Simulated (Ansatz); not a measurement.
# Cl on Ir(100): change of the work function, part 3 of 5

How does Cl on the hollow site change the work function of Ir(100) as the layer fills?

Ansatz 0.2.0; plane-wave DFT, PBEsol, Ansatz PAW (the session's first sound run).

So far, work function, upper face (eV): step 2 (the clean slab) 5.67; step 3 (37 atoms, coverage 0.111 ML, cell 3x3) 5.32.

### 4. Adsorbate added, k-mesh 6×6×1, coverage 0.25 ML

System of this step: Cl/Ir(100). The cell holds 17 atoms: 16 Ir and 1 Cl. Cell: a = 5.431 Å, b = 5.431 Å, c = 25.341 Å, α = 90.0°, β = 90.0°, γ = 90.0°. Vacuum lies along c.

Another coverage, to see how the dipoles act on each other as their distance changes.

Contents of input.yaml:

```yaml
crystal:
  lattice:
    - [5.4305800796, 0.0, 0.0]
    - [0.0, 5.4305800796, 0.0]
    - [0.0, 0.0, 25.3406435577]
  atoms:
    - { symbol: Ir, position: [0.25, 0.25, 0.3551606722] }
    - { symbol: Ir, position: [0.0, 0.0, 0.4309282823] }
    - { symbol: Ir, position: [0.25, 0.25, 0.5068906401] }
    - { symbol: Ir, position: [0.0, 0.0, 0.5785267891] }
    - { symbol: Ir, position: [0.25, 0.75, 0.3551606722] }
    - { symbol: Ir, position: [0.0, 0.5, 0.4309282823] }
    - { symbol: Ir, position: [0.25, 0.75, 0.5068906401] }
    - { symbol: Ir, position: [0.0, 0.5, 0.5785267891] }
    - { symbol: Ir, position: [0.75, 0.25, 0.3551606722] }
    - { symbol: Ir, position: [0.5, 0.0, 0.4309282823] }
    - { symbol: Ir, position: [0.75, 0.25, 0.5068906401] }
    - { symbol: Ir, position: [0.5, 0.0, 0.5785267891] }
    - { symbol: Ir, position: [0.75, 0.75, 0.3551606722] }
    - { symbol: Ir, position: [0.5, 0.5, 0.4309282823] }
    - { symbol: Ir, position: [0.75, 0.75, 0.5068906401] }
    - { symbol: Ir, position: [0.5, 0.5, 0.5785267891] }
    - { symbol: Cl, position: [0.25, 0.25, 0.6448393278] }
kpoints:
  mp_grid: { grid: [6, 6, 1] }
hamiltonian:
  xc: pbesol
scf:
  occupations: { method: fermi_dirac, width: 0.1 }
  convergence: { dr2_threshold: 1.0e-08 }
efield:
  axis: 3
  dipole_correction: true
  ramp_position: 0.97
  ramp_width: 0.06
relax:
  f_tol: 0.02
  max_steps: 60
  constraints: [{ sites: [0, 1, 4, 5, 8, 9, 12, 13] }]
output:
  bader: true
  dos: { projected: true, e_range: [-8, 4] }
  write_potential: true
  write_density: true
  volumetric_format: npy
  elf: true
```

Launch:

```
$ ansatz run input.yaml --threads 4 --pin off --max-ram 12288MiB --backend cpu --events-out ev --progress --plain --runs-dir out
```

Numbers of over 12 decimals in the logs are rounded to 6 here.

The program printed:

```text
[...]
Crystal: 17 atoms, lattice volume = 747.326 Å³
Basis set: ecut = 420 eV, 14601 PW (Γ), exchange–correlation on 80×80×360 points (8 copies of the dense FFT grid, shifted against one another)
Bands: 168, of which v1, the nominal top of the filled ones, is band 140 counted from 1 (139 counted from 0)
Symmetry: 8 space group operations
[...]
k-points: 10 of 36
[...]
SCF iter   1: F=—  HF=-189834.983400 eV  |F-HF|=—  |Δ(HF+E_count)|=         —  Δρ=8.74e-3  dr2=5.88e0  ethr=1.77e-3  p=0.144 e·Å  D=3.49e-2 V/Å  ΔV_dip=-0.88 eV  dr2_dipole=1.61e0  V_vac-E_F(+/−)=4.33/5.22 eV  ⟨swp⟩=8.3  Hψ=7381  notcnv=0  defer=38
[...]
SCF iter  11: F=-189834.842947 eV  HF=-189834.842947 eV  |F-HF|=1.20e-8  |Δ(HF+E_count)|=   7.68e-8  Δρ=3.65e-7  dr2=1.38e-9  ethr=3.58e-12  p=0.136 e·Å  D=3.30e-2 V/Å  ΔV_dip=-0.84 eV  dr2_dipole=1.27e-11  V_vac-E_F(+/−)=4.85/5.68 eV  ⟨swp⟩=10.1  Hψ=11232  notcnv=0
SCF 1 converged in 11 iterations: F = -189834.842947 eV  dr2 = 1.38e-9
[...]
relax step   1: F+E_penalty+E_count = -189834.84294655 eV  Δ(F+E_penalty+E_count) = +0.000e0 eV  max|allowed force component| = 9.879e-1 eV/Å  Δτ_max = 0.0000 Å  (11 SCF iters, accepted)
[...]
SCF iter   9: F=-189834.911184 eV  HF=-189834.911183 eV  |F-HF|=8.20e-8  |Δ(HF+E_count)|=   1.17e-7  Δρ=8.36e-7  dr2=9.02e-9  ethr=3.58e-12  p=0.130 e·Å  D=3.14e-2 V/Å  ΔV_dip=-0.80 eV  dr2_dipole=5.41e-11  V_vac-E_F(+/−)=4.88/5.68 eV  ⟨swp⟩=17.2  Hψ=13346  notcnv=0
SCF 2 converged in 9 iterations: F = -189834.911184 eV  dr2 = 9.02e-9
relax step   2: F+E_penalty+E_count = -189834.91118351 eV  Δ(F+E_penalty+E_count) = -6.824e-2 eV  max|allowed force component| = 5.406e-1 eV/Å  Δτ_max = 0.0837 Å  (9 SCF iters, accepted)
SCF iter   1: F=—  HF=-189834.942768 eV  |F-HF|=—  |Δ(HF+E_count)|=         —  Δρ=1.74e-3  dr2=1.10e-1  ethr=2.72e-4  p=0.130 e·Å  D=3.14e-2 V/Å  ΔV_dip=-0.80 eV  dr2_dipole=3.46e-2  V_vac-E_F(+/−)=4.88/5.67 eV  ⟨swp⟩=2.8  Hψ=3025  notcnv=0  defer=56
[...]
SCF iter   9: F=-189834.937207 eV  HF=-189834.937207 eV  |F-HF|=3.75e-8  |Δ(HF+E_count)|=   4.75e-8  Δρ=3.83e-7  dr2=1.47e-9  ethr=3.58e-12  p=0.134 e·Å  D=3.26e-2 V/Å  ΔV_dip=-0.83 eV  dr2_dipole=2.77e-11  V_vac-E_F(+/−)=4.86/5.68 eV  ⟨swp⟩=15.6  Hψ=12086  notcnv=0
SCF 3 converged in 9 iterations: F = -189834.937207 eV  dr2 = 1.47e-9
relax step   3: F+E_penalty+E_count = -189834.93720656 eV  Δ(F+E_penalty+E_count) = -2.602e-2 eV  max|allowed force component| = 7.056e-2 eV/Å  Δτ_max = 0.0311 Å  (9 SCF iters, accepted)
[...]
relax step   4: F+E_penalty+E_count = -189834.93788864 eV  Δ(F+E_penalty+E_count) = -6.821e-4 eV  max|allowed force component| = 3.036e-2 eV/Å  Δτ_max = 0.0054 Å  (7 SCF iters, accepted)
SCF iter   1: F=—  HF=-189834.938822 eV  |F-HF|=—  |Δ(HF+E_count)|=         —  Δρ=1.78e-4  dr2=9.22e-4  ethr=4.81e-6  p=0.136 e·Å  D=3.29e-2 V/Å  ΔV_dip=-0.83 eV  dr2_dipole=2.72e-4  V_vac-E_F(+/−)=4.85/5.68 eV  ⟨swp⟩=2.0  Hψ=2784  notcnv=0  defer=7
[...]
SCF iter   7: F=-189834.938024 eV  HF=-189834.938024 eV  |F-HF|=1.48e-8  |Δ(HF+E_count)|=   1.71e-8  Δρ=3.65e-7  dr2=2.05e-9  ethr=3.58e-12  p=0.136 e·Å  D=3.30e-2 V/Å  ΔV_dip=-0.84 eV  dr2_dipole=1.15e-11  V_vac-E_F(+/−)=4.85/5.68 eV  ⟨swp⟩=13.0  Hψ=12254  notcnv=0
SCF 5 converged in 7 iterations: F = -189834.938024 eV  dr2 = 2.05e-9
relax step   5: F+E_penalty+E_count = -189834.93802411 eV  Δ(F+E_penalty+E_count) = -1.355e-4 eV  max|allowed force component| = 6.818e-3 eV/Å  Δτ_max = 0.0081 Å  (7 SCF iters, accepted)
[...]
SCF converged after 7 iterations
Free energy (F): -189834.938024 eV
[...]
Internal energy: -189834.216031 eV  (E = F + TS)
E sigma→0 (E₀):  -189834.577028 eV
Entropy (-TS):   -0.721993 eV (-42.470 meV/atom)
Fermi energy:    4.387153 eV
Dipole field:    D = 0.032991 V/Å  (p = 0.136251 e·Å, saw-weighted, corrected)
Work function:   Φ+ = 4.8452 eV   Φ− = 5.6812 eV
[...]
--- Forces (eV/Å), atoms counted from 1 ---
  atom   1  Ir     0.00000000     0.00000000     1.13164805
  atom   2  Ir    -0.03066287    -0.03066287    -1.07996658
  atom   3  Ir    -0.00000000    -0.00000000    -0.00458115
  atom   4  Ir     0.00066911     0.00066911     0.00174256
  atom   5  Ir     0.00000000     0.00000000     1.04718294
  atom   6  Ir    -0.03066287     0.03066287    -1.07996658
  atom   7  Ir     0.00000000    -0.00000000    -0.00309126
  atom   8  Ir     0.00066911    -0.00066911     0.00174256
  atom   9  Ir     0.00000000    -0.00000000     1.04718294
  atom  10  Ir     0.03066287    -0.03066287    -1.07996658
  atom  11  Ir    -0.00000000    -0.00000000    -0.00309126
  atom  12  Ir    -0.00066911     0.00066911     0.00174256
  atom  13  Ir     0.00000000     0.00000000     1.09831594
  atom  14  Ir     0.03066287     0.03066287    -1.07996658
  atom  15  Ir    -0.00000000    -0.00000000    -0.00681817
  atom  16  Ir    -0.00066911    -0.00066911     0.00174256
  atom  17  Cl     0.00000000     0.00000000     0.00611948
  max |Σ_I F_I| component: 2.86e-5 eV/Å
--- Band table (eV; the first three rows and the last of 10) ---
  k-point 0: bands = [... 136 lower, 4.6010, 4.7193, 4.8546, 4.9736, 5.0792, 5.1262, 5.1404, 5.1605, ... 24 higher]
  k-point 1: bands = [... 136 lower, 4.5849, 4.6294, 4.7132, 4.8067, 4.8175, 4.9190, 4.9955, 4.9978, ... 24 higher]
  k-point 2: bands = [... 136 lower, 4.2223, 4.3665, 4.4802, 4.4900, 4.5391, 4.6485, 4.8761, 4.9087, ... 24 higher]
  k-point 9: bands = [... 136 lower, 3.1524, 3.1996, 3.1996, 3.9146, 3.9974, 4.0019, 4.0129, 4.0129, ... 24 higher]
--- Relaxed structure (5 steps of the walk, 5 accepted, 0 SCFs on fresh bases) ---
  F+E_penalty+E_count = -189834.93802411 eV   max|allowed force component| = 6.818e-3 eV/Å
  atoms:
    - { symbol: Ir, position: [0.250000, 0.250000, 0.355161] }
    - { symbol: Ir, position: [0.0, 0.0, 0.430928] }
    - { symbol: Ir, position: [0.250000, 0.250000, 0.505855] }
    - { symbol: Ir, position: [-0.00301114, -0.00301114, 0.579278] }
    - { symbol: Ir, position: [0.250000, 0.75, 0.355161] }
    - { symbol: Ir, position: [0.0, 0.500000, 0.430928] }
    - { symbol: Ir, position: [0.250000, 0.75, 0.505917] }
    - { symbol: Ir, position: [-0.00301114, 0.503011, 0.579278] }
    - { symbol: Ir, position: [0.75, 0.250000, 0.355161] }
    - { symbol: Ir, position: [0.500000, 0.0, 0.430928] }
    - { symbol: Ir, position: [0.75, 0.250000, 0.505917] }
    - { symbol: Ir, position: [0.503011, -0.00301114, 0.579278] }
    - { symbol: Ir, position: [0.75, 0.75, 0.355161] }
    - { symbol: Ir, position: [0.500000, 0.500000, 0.430928] }
    - { symbol: Ir, position: [0.75, 0.75, 0.509039] }
    - { symbol: Ir, position: [0.503011, 0.503011, 0.579278] }
    - { symbol: Cl, position: [0.250000, 0.250000, 0.642711] }
--- Bader charges: 17 sites ---
  site symbol  charge [e]  shift [e]
     0     Ir     -0.0514     0.0000
     1     Ir      0.0540     0.0000
     2     Ir      0.0663     0.0001
     3     Ir      0.0249     0.0004
     4     Ir     -0.0708     0.0000
     5     Ir      0.0540     0.0000
     6     Ir      0.0792     0.0001
     7     Ir      0.0249     0.0004
     8     Ir     -0.0708     0.0000
     9     Ir      0.0540     0.0000
    10     Ir      0.0792     0.0001
    11     Ir      0.0249     0.0004
    12     Ir     -0.0622     0.0000
    13     Ir      0.0540     0.0000
    14     Ir      0.0437     0.0002
    15     Ir      0.0249     0.0004
    16     Cl     -0.3287     0.0018
  estimated error of the sums over rays = 6.0e-4 e
```

Elapsed: 4.1 min, on 4 threads of Arm Neoverse V2, shared host; peak memory 3.1 GiB; 16 min of CPU time.

The steps of the relaxation:

```csv
step,energy less that of the first step (eV),largest force component (eV/Å)
1,0.0000,0.9879
2,-0.0682,0.5406
3,-0.0943,0.0706
4,-0.0949,0.0304
5,-0.0951,0.0068
```

Forces are held to the 8 operations that the run works with; a distortion that breaks them can't arise in this run.

The atoms that moved most (Å):

```csv
atom,dx,dy,dz,length
Ir15,0.000,0.000,0.054,0.054
Cl17,0.000,0.000,-0.054,0.054
Ir12,0.016,-0.016,0.019,0.030
Ir4,-0.016,-0.016,0.019,0.030
Ir16,0.016,0.016,0.019,0.030
Ir8,-0.016,0.016,0.019,0.030
Ir3,0.000,0.000,-0.026,0.026
Ir11,0.000,0.000,-0.025,0.025
```

The relaxed structure:

```xyz
17
Lattice="5.4306 0.0000 0.0000 0.0000 5.4306 0.0000 0.0000 0.0000 25.3406" Properties=species:S:1:pos:R:3
Ir    1.3576    1.3576    9.0000
Ir    0.0000    0.0000   10.9200
Ir    1.3576    1.3576   12.8187
Ir   -0.0164   -0.0164   14.6793
Ir    1.3576    4.0729    9.0000
Ir    0.0000    2.7153   10.9200
Ir    1.3576    4.0729   12.8203
Ir   -0.0164    2.7316   14.6793
Ir    4.0729    1.3576    9.0000
Ir    2.7153    0.0000   10.9200
Ir    4.0729    1.3576   12.8203
Ir    2.7316   -0.0164   14.6793
Ir    4.0729    4.0729    9.0000
Ir    2.7153    2.7153   10.9200
Ir    4.0729    4.0729   12.8994
Ir    2.7316    2.7316   14.6793
Cl    1.3576    1.3576   16.2867
```

This step gave:

| Property | Result |
| --- | --- |
| energy at zero smearing | -189834.5770 eV |
| work function, upper face | 4.845 eV |
| work function, lower face | 5.681 eV |
| dipole along the normal | 0.1363 e·Å |
| step between the vacuum levels | -0.8360 eV |

The density of states has structure finer than the step of the table below, so its rows give means over 0.25 eV, whole bins alone (the curve runs from -8 to 1.98 eV). Peaks (eV: height): -5.560: 34.8, -3.520: 48.4, -3.430: 45.2, -3.130: 52.9, -2.920: 44.3, -2.110: 47.1, -2.050: 43.3.

Table of density of states by energy, zero at the Fermi level; means over each step:

energy (eV), density of states (states/eV a cell) and a bar from the least value:
```
    -7.75       10.2 #####
    -7.50       11.4 ######
    -7.25       12.9 ########
    -7.00       16.4 ###########
    -6.75       15.3 ##########
    -6.50       18.0 #############
    -6.25       14.5 #########
    -6.00       17.4 ############
    -5.75       19.7 ###############
    -5.50       20.9 ################
    -5.25       12.4 #######
    -5.00       17.0 ############
    -4.75       16.7 ############
    -4.50       20.5 ###############
    -4.25       16.7 ############
    -4.00       18.3 #############
    -3.75       18.2 #############
    -3.50       35.1 ##############################
    -3.25       19.0 ##############
    -3.00       22.6 #################
    -2.75       14.9 ##########
    -2.50       13.8 #########
    -2.25       23.5 ##################
    -2.00       24.4 ###################
    -1.75       18.0 #############
    -1.50       21.4 ################
    -1.25       19.9 ###############
    -1.00       20.2 ###############
    -0.75       21.3 ################
    -0.50       18.1 #############
    -0.25       21.6 #################
     0.00       22.7 ##################
     0.25       17.8 #############
     0.50       19.0 ##############
     0.75       22.5 #################
     1.00       22.2 #################
     1.25       13.7 #########
     1.50       10.1 #####
     1.75        5.0
```

Projected DOS per atom over height of the atomic layer and energy from the Fermi level. Layers: Ir4 Ir4 Ir4 Ir4 Cl from below.

Ten even steps from '0' (0.16 states/eV) to '9' (1.92 states/eV), each cell a mean:
```
10010
33330
57761
54550
95470
94360
84370
65480
94360
94380
62260
76670
67960
45541
55442
44434
35545
36536
26625
15628
03528
02214
```
Columns: height of the atomic layer (Å) from 9 to 16.3 (not evenly spaced); rows upwards: energy from the Fermi level (eV) from -7.96 to 1.95.

Valence density in the ca plane at fractional y = 0.250, with atoms of Ir and Cl within 0.2 Å of it. It is the smooth field of the valence electrons, not physical close to the nuclei.

Ten steps, logarithmic in the rise over the least value, from '0' (0.0 e/Å³) to '9' (8.9 e/Å³), each cell a mean:
```
01344433333333444333332110000000000000000000
12467754333345786433322100000000000000000000
13699975322347999632221100000000000000000000
13799985322358999642211000000000000000000000
12589864322347898532221100000000000000000000
12356543333334565433322110000000000000000000
01234333333333343333332211000000000000000000
01344433333333444333333333210000000000000000
12467754333345776433334565421000000000000000
13699975322357999632235656641000000000000000
13799985322358999642235645641000000000000000
12589864322347898532234666531000000000000000
12356543333334565333333454320000000000000000
01234333333333343333332222100000000000000000
```
Columns run along c (16.0 Å, from fractional 0.30 to 0.93 of the cell), rows up along a (5.4 Å). Atoms in or near the plane, at fractional coordinates: Ir at (0.36, 0.25), Ir at (0.51, 0.25), Ir at (0.36, 0.75), Ir at (0.51, 0.75), Cl at (0.64, 0.25).

ELF in the ca plane at fractional y = 0.250, with atoms of Ir and Cl within 0.2 Å of it. It is the smooth field of the valence electrons, not physical close to the nuclei.

Ten even steps from '0' (0.00) to '9' (0.89), each cell a mean:
```
23333323333333333333332111100000000000000000
22356533322333564333332100000000000000000000
23576763211236767422222100000000000000000000
23674663211236647522221100000000000000000000
22467753222235776332222100000000000000000000
22344323333333443233332100000000000000000000
23443333333333333333332222210000000000000000
23333323333333333333323577753100000000000000
22356533322333564332226899986310000000000000
23576763211236667432137867997410000000000000
23674664211247647531137746998410000000000000
22467753222235776332127889997410000000000000
22344323333332343233224789874200000000000000
23443323333333333333332345431000000000000000
```
Columns run along c (16.0 Å, from fractional 0.30 to 0.93 of the cell), rows up along a (5.4 Å). Atoms in or near the plane, at fractional coordinates: Ir at (0.36, 0.25), Ir at (0.51, 0.25), Ir at (0.36, 0.75), Ir at (0.51, 0.75), Cl at (0.64, 0.25).

Electrostatic potential energy in the ca plane at fractional y = 0.250, with atoms of Ir and Cl within 0.2 Å of it. With pseudopotentials it is smooth inside the atoms' cores, unlike the true potential.

Ten even steps from '0' (-63 eV) to '9' (10 eV), each cell a mean:
```
99987889999998878999999999999999999999999999
99743368999986324799999999999999999999999999
98510037999973001589999999999999999999999999
98400027999972000589999999999999999999999999
99620148999984102689999999999999999999999999
99875689999997657899999999999999999999999999
99998899988999888999899999999999999999999999
99987889999998878999999989999999999999999999
99743368999986324799998655799999999999999999
98510037999973001589997312589999999999999999
98400027999972000589996211489999999999999999
99620148999984102689998423699999999999999999
99875689999997657899999877899999999999999999
99998899988999888999899999999999999999999999
```
Columns run along c (16.0 Å, from fractional 0.30 to 0.93 of the cell; values clipped at the 3rd and 97th percentile), rows up along a (5.4 Å). Atoms in or near the plane, at fractional coordinates: Ir at (0.36, 0.25), Ir at (0.51, 0.25), Ir at (0.36, 0.75), Ir at (0.51, 0.75), Cl at (0.64, 0.25).

The relaxation took 5 steps and lowered the energy by 0.095 eV; the largest force on the free atoms ends at 0.0068 eV/Å.

By hand: a sheet of dipoles makes a step −p/(ε₀A) in the electron's potential. With e/ε₀ = 180.95 V·Å, p = 0.1363 e·Å and A = 29.49 Å², that is −180.95 × (0.1363) / 29.49 = -0.836 eV, and the two vacuum levels of the run differ by -0.836 eV.

The covered face has 4.85 eV, -0.82 eV against the clean one; the bare back face has moved by -0.00 eV, a measure of how thin the slab is.

### 5. The covered slab, k-mesh 6×6×1, coverage 0.5 ML

System of this step: Cl/Ir(100). The cell holds 18 atoms: 16 Ir and 2 Cl. Cell: a = 5.431 Å, b = 5.431 Å, c = 25.341 Å, α = 90.0°, β = 90.0°, γ = 90.0°. Vacuum lies along c.

Another coverage, to see how the dipoles act on each other as their distance changes.

Edit input.yaml of step 4 so:

```diff
@@ -23,2 +23,3 @@
     - { symbol: Cl, position: [0.25, 0.25, 0.6448393278] }
+    - { symbol: Cl, position: [0.75, 0.75, 0.6448393278] }
 kpoints:
@@ -45,2 +46 @@
   volumetric_format: npy
-  elf: true
```

The program printed:

```text
[...]
Crystal: 18 atoms, lattice volume = 747.326 Å³
Basis set: ecut = 420 eV, 14601 PW (Γ), exchange–correlation on 80×80×360 points (8 copies of the dense FFT grid, shifted against one another)
Bands: 172, of which v1, the nominal top of the filled ones, is band 143 counted from 1 (142 counted from 0)
Symmetry: 16 space group operations
[...]
2     Ir      0.0592     0.0000
     3     Ir      0.1103     0.0004
     4     Ir     -0.0768     0.0000
     5     Ir      0.0578     0.0000
     6     Ir      0.0879     0.0001
     7     Ir      0.1103     0.0004
[...]
14     Ir      0.0592     0.0000
    15     Ir      0.1103     0.0004
    16     Cl     -0.3492     0.0009
    17     Cl     -0.3492     0.0009
  estimated error of the sums over rays = 4.7e-4 e
[key lines of the parts left out:]
SCF converged after 7 iterations
Free energy (F): -190897.016340 eV
Fermi energy:    4.887705 eV
Dipole field:    D = 0.050315 V/Å  (p = 0.207799 e·Å, saw-weighted, corrected)
Work function:   Φ+ = 4.3766 eV   Φ− = 5.6516 eV
```

The job ended after 3.5 min (4 threads; peak memory 3.2 GiB).

This run has no spin polarisation, although Ir can carry a moment.

Relaxation path:

```csv
step,energy less that of the first step (eV),largest force component (eV/Å)
1,0.0000,1.4403
2,-0.0644,0.9107
3,-0.1189,0.0309
4,-0.1192,0.0091
```

Forces are held to the 16 operations that the run works with; a distortion that breaks them can't arise in this run.

The atoms that moved most (Å):

```csv
atom,dx,dy,dz,length
Ir7,0.000,0.000,-0.057,0.057
Ir11,0.000,0.000,-0.057,0.057
Cl18,0.000,0.000,0.045,0.045
Cl17,0.000,0.000,0.045,0.045
Ir15,0.000,0.000,0.032,0.032
Ir3,0.000,0.000,0.032,0.032
Ir12,0.000,0.000,0.029,0.029
Ir16,0.000,0.000,0.029,0.029
```

Final coordinates:

```
Ir Cl
1.0
     5.43058    0.00000    0.00000
     0.00000    5.43058    0.00000
     0.00000    0.00000   25.34064
Ir Cl
16 2
Direct
  0.25000 0.25000 0.35516
  0.00000 0.00000 0.43093
  0.25000 0.25000 0.50814
  0.00000 0.00000 0.57965
  0.25000 0.75000 0.35516
  0.00000 0.50000 0.43093
  0.25000 0.75000 0.50464
  0.00000 0.50000 0.57965
  0.75000 0.25000 0.35516
  0.50000 0.00000 0.43093
  0.75000 0.25000 0.50464
  0.50000 0.00000 0.57965
  0.75000 0.75000 0.35516
  0.50000 0.50000 0.43093
  0.75000 0.75000 0.50814
  0.50000 0.50000 0.57965
  0.25000 0.25000 0.64661
  0.75000 0.75000 0.64661
```

The relaxation took 4 steps and lowered the energy by 0.12 eV; the largest force on the free atoms ends at 0.0091 eV/Å.

The covered face has 4.38 eV, -1.29 eV against the clean one; the bare back face has moved by -0.03 eV, a measure of how thin the slab is.

[end of part 3 of 5]

[Logs are printed without paths, hosts, clocks, repeated set-up lines and the standing remarks that a program may print on its own settings, such as how far it seeks lower states.]

[Hosts, paths, dates, database ids (printed as entryN), source tags and the programs' standing remarks are cut or masked in the printed files.]

[Maps of the electrostatic potential energy from Ansatz leave out the sawtooth potential of an applied field or a dipole correction, so their vacuum need not be flat; planar profiles and work functions include it.]

[The density of states shown here was stored with 400 of the rows of the run's finer table, so its peaks can read low, often by over a quarter, or be missed, and its means over a window can be off by a tenth or more.]
